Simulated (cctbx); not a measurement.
# What is wrong with this refinement?

Cell a = 4.7210 Å, b = 5.8700 Å, c = 10.2460 Å, α = 90.00°, β = 90.00°, γ = 90.00°; space group Amm2 (no. 38). The compound is LiHfMg3Cu3.

Simulated single-crystal data (cctbx): Mo Kα, λ = 0.71073 Å, to d = 0.75 Å, 70 % of the full sphere, strongest reflection 70000 counts, noise from counting, a 1.5 % proportional error and a noise floor of 8 counts (s.d.); no absorption.

An anisotropic refinement with weights 1/σ² prints:

```text
Rint 0.014, 412 unique reflections to 0.75 A
cycle     R1     wR2    GooF  max shift (A)
   1  0.0360  0.0929   5.893   0.03563
  12  0.0084  0.0219   1.390   0.00343
final R1 0.0084 wR2 0.0219 GooF 1.389  parameters 28  data/parameter 14.7
atom        x        y        z      Ueq    occ   su(xyz)  su(Uiso or U11)
Hf1    0.50000  0.50000  0.17151   0.0140  1.000  0.00006  0.0001
Cu1    0.00000  0.00000  0.33900   0.0162  1.000  0.00011  0.0003
Cu2    0.00000  0.74386  0.09827   0.0127  1.000  0.00013  0.0002
Mg1    0.50000  0.00000  0.16391   0.0195  1.000  0.00093  0.0007
Si1    0.50000  0.25979  0.42338   0.0312  1.000  0.00105  0.0006
Li1    0.00000  0.50000  0.33298   0.0283  1.000  0.00298  0.0060
difference map: max 0.32 min -0.57 rms 0.10
Q1    0.0000  0.0892  0.1037    4    0.33  0.98 A from Cu2
Q2    0.0673  0.0000  0.5236    4    0.28  1.65 A from Cu2
Q3    0.2412  0.0000  0.9969    4    0.28  2.01 A from Si1
Q4    0.3994  0.0000  0.2411    4    0.27  0.92 A from Mg1
Q5    0.1085  0.0000  0.7490    4    0.26  1.00 A from Li1
Q6    0.1445  0.2110  0.9797    8    0.23  1.42 A from Cu2
```

Q: Accept it or mend it, and why?

Mend it. The fault: wrong element: Si1 is Mg. Against the right model at the same level, R1 goes from 0.0066 to 0.0084 and GooF from 1.00 to 1.39 and U of Si1 swells from 0.0204 to 0.0312 Å². Si1 has 2 electrons too many and its U swells to shed them, as expected (near an absorption edge f′ can widen the mismatch well beyond the difference in Z). The fit had not settled when the cycles ran out.

The compound is LiHfMg3Cu3. The right model at the same level gives:

```text
Rint 0.014, 412 unique reflections to 0.75 A
cycle     R1     wR2    GooF  max shift (A)
   1  0.0289  0.0752   4.772   0.03756
   8  0.0066  0.0159   1.007   0.00437
final R1 0.0066 wR2 0.0158 GooF 1.005  parameters 28  data/parameter 14.7
atom        x        y        z      Ueq    occ   su(xyz)  su(Uiso or U11)
Hf1    0.50000  0.50000  0.17149   0.0139  1.000  0.00004  0.0001
Cu1    0.00000  0.00000  0.33891   0.0162  1.000  0.00008  0.0002
Cu2    0.00000  0.74385  0.09824   0.0127  1.000  0.00009  0.0002
Mg1    0.50000  0.00000  0.16372   0.0194  1.000  0.00066  0.0005
Mg2    0.50000  0.25970  0.42327   0.0204  1.000  0.00075  0.0004
Li1    0.00000  0.50000  0.33122   0.0297  1.000  0.00202  0.0046
Flack x: -0.005(11)
Hooft y: -0.007(11)  Bijvoet pairs: 187
difference map: max 0.25 min -0.29 rms 0.06
Q1    0.3885  0.0000  0.2567    4    0.25  1.09 A from Mg1
Q2    0.0000  0.0993  0.1016    4    0.25  0.92 A from Cu2
Q3    0.1070  0.0000  0.7450    4    0.25  1.02 A from Li1
Q4    0.2173  0.0000  0.9958    4    0.23  1.97 A from Li1
Q5    0.1485  0.2046  0.9779    8    0.18  1.45 A from Cu2
Q6    0.2638  0.2426  0.2720    8    0.18  1.91 A from Mg2
```

The model is made up (kin elements in a known structure type, no relaxation), so it says nothing on whether the phase exists.

[Middle refinement cycles are left out of these outputs.]

[Logs are printed without paths, hosts, clocks, repeated set-up lines and the standing remarks that a program may print on its own settings, such as how far it seeks lower states.]
